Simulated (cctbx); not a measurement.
**Interatomic vectors of CuSiBi4**

Space group P4/mcc (no. 124), a = 7.2810 Å, b = 7.2810 Å, c = 5.8570 Å, α = 90.00°, β = 90.00°, γ = 90.00°, content Bi8 Cu2 Si2.

Simulated single-crystal data (cctbx): Mo Kα, λ = 0.71073 Å, to d = 0.6 Å, 50 % of the full sphere, strongest reflection 70000 counts, noise from counting, a 4 % proportional error and a noise floor of 2 counts (s.d.); no absorption, some extinction.

Patterson synthesis from sharpened amplitudes, origin scaled to 1000:

```text
Patterson group P 4/m m m
      u       v       w   height  length (A)
  0.000   0.000   0.000   1000.0     0.00
  0.500   0.500   0.500    987.5     5.92
  0.000   0.322   0.500    483.4     3.75
  0.178   0.500   0.000    482.7     3.87
  0.177   0.177   0.500    236.2     3.45
  0.322   0.322   0.000    235.6     3.32
  0.162   0.337   0.250     70.0     3.09
  0.062   0.062   0.100     45.6     0.87
  0.438   0.438   0.400     45.1     5.08
  0.000   0.000   0.150     41.7     0.88
  0.500   0.500   0.350     41.6     5.54
  0.060   0.100   0.000     36.3     0.85
  0.400   0.440   0.500     35.5     5.23
  0.000   0.101   0.073     32.3     0.85
```

Q: Assign the vectors.

A peak at u stands for all pairs with xi − xj = u, with weight Σ ZiZj against Σ Z² = 57186 at the origin. Peak heights follow these weights only roughly, since form factors, motion and series ripples differ, all vectors within 0.55 Å of a peak are counted as merged into it though the farther ones add only part of their weight, and F(000) is left out, which lowers the whole map:

| u | v | w | shortest length (Å) | height | 1000 ΣZiZj/ΣZ² | pairs in the cell |
| --- | --- | --- | --- | --- | --- | --- |
| 0.500 | 0.500 | 0.500 | 5.92 | 988 | 992 | 8 × Bi–Bi, 4 × Cu–Si |
| 0.000 | 0.322 | 0.500 | 3.75 | 483 | 482 | 4 × Bi–Bi |
| 0.178 | 0.500 | 0.000 | 3.86 | 483 | 482 | 4 × Bi–Bi |
| 0.177 | 0.177 | 0.500 | 3.45 | 236 | 241 | 2 × Bi–Bi |
| 0.322 | 0.322 | 0.000 | 3.32 | 236 | 241 | 2 × Bi–Bi |
| 0.162 | 0.337 | 0.250 | 3.09 | 70 | 125 | 2 × Bi–Cu, 2 × Bi–Si |
| 0.062 | 0.062 | 0.100 | 0.87 | 46 | 0 | none within 0.55 Å |
| 0.438 | 0.438 | 0.400 | 5.08 | 45 | 0 | none within 0.55 Å |

The table stops at ten peaks or at a height of 45, below which ripples compete. In the model behind the data Bi, the heaviest element, has 1 independent site: (0.8401, 0.3381, 0), up to an allowed shift of origin; the Bi–Bi vectors are differences of these positions and their symmetry mates. The whole model:

| atom | mult. | x | y | z | Ueq (Å²) |
| --- | --- | --- | --- | --- | --- |
| Bi1 | 8 | 0.8401 | 0.3381 | 0 | 0.0053 |
| Cu1 | 2 | 0 | 0 | 3/4 | 0.0085 |
| Si1 | 2 | 1/2 | 1/2 | 3/4 | 0.0112 |

The model was made for the exercise: a known structure type with other elements put in, its volume estimated, not relaxed; displacement parameters are assumed.

[Logs are printed without paths, hosts, clocks, repeated set-up lines and the standing remarks that a program may print on its own settings, such as how far it seeks lower states.]
